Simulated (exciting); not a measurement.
Consider BaLiF3, space group Pm-3m.

```
Ba F Li
1.0
     3.98858    0.00000    0.00000
     0.00000    3.98858    0.00000
     0.00000    0.00000    3.98858
Ba F Li
1 3 1
Direct
  0.00000 0.00000 0.00000
  0.50000 0.00000 0.50000
  0.50000 0.50000 0.00000
  0.00000 0.50000 0.50000
  0.50000 0.50000 0.50000
```

Absorber: atom 2, with 2 Li at 1.99 Å (linear, site symmetry 4/mmm). Method: exciting, all-electron LAPW+lo, LDA, exchange and screened direct term (singlet BSE), 4×4×4 shifted k points, 36 conduction bands, |G+q| up to 3 bohr⁻¹, full RPA screening with nempty = 60, Lorentzian half width 0.45 eV.

Q: Predict the F K near-edge structure at this level.

Bound core exciton? Yes on this mesh: the first bright state (over 5 % of the brightest) lies at -0.71 eV from the Kohn–Sham onset and at -0.99 eV from the lowest bare transition of its own mesh; weaker or dark states reach down to -1.14 eV. Maxima (height): -0.6 eV (1.00), 0.4 eV (0.97), 3.4 eV (0.34), 6.6 eV (0.67), 11.4 eV (0.19) and 15.2 eV (0.20).

Energy from the Kohn–Sham onset, core level to the lowest empty state found on the meshes used; Im ε in relative units:

```tsv
E (eV)	Im ε
-5.0	0.02
-4.5	0.03
-4.0	0.03
-3.5	0.04
-3.0	0.06
-2.5	0.08
-2.0	0.13
-1.5	0.24
-1.0	0.60
-0.5	0.99
0.0	0.86
0.5	0.97
1.0	0.78
1.5	0.59
2.0	0.48
2.5	0.38
3.0	0.33
3.5	0.34
4.0	0.32
4.5	0.29
5.0	0.27
5.5	0.33
6.0	0.52
6.5	0.67
7.0	0.62
7.5	0.42
8.0	0.34
8.5	0.23
9.0	0.19
9.5	0.19
10.0	0.17
10.5	0.15
11.0	0.16
11.5	0.18
12.0	0.13
12.5	0.11
13.0	0.10
13.5	0.12
14.0	0.15
14.5	0.17
15.0	0.20
15.5	0.18
16.0	0.17
16.5	0.16
17.0	0.14
17.5	0.12
18.0	0.10
18.5	0.09
19.0	0.09
19.5	0.10
20.0	0.09
20.5	0.09
21.0	0.10
21.5	0.12
22.0	0.15
```

Binding energies aren't converged on 64 k points, and fine structure above the first lines is partly noise of the mesh. The kernel cutoff is low for a compact core orbital, so the effect of exchange is a lower bound. The zero comes from the unshifted 4×4×4 ground-state mesh; it is exact only where the band minimum lies on that mesh. The Kohn–Sham onset, 653 eV, is no photon energy: the scale needs a rigid shift. Bands and screening come from semilocal DFT, whose small gap overscreens. Vibrations and energy-dependent lifetimes are left out. The structure is a Materials Project entry, computed there, and may be a hypothetical form.

[Banner, clock and machine lines of the logs are left out without a mark of their own.]

[Logs are printed without paths, hosts, clocks, repeated set-up lines and the standing remarks that a program may print on its own settings, such as how far it seeks lower states.]

[Hosts, paths, dates, database ids (printed as entryN), source tags and the programs' standing remarks are cut or masked in the printed files.]
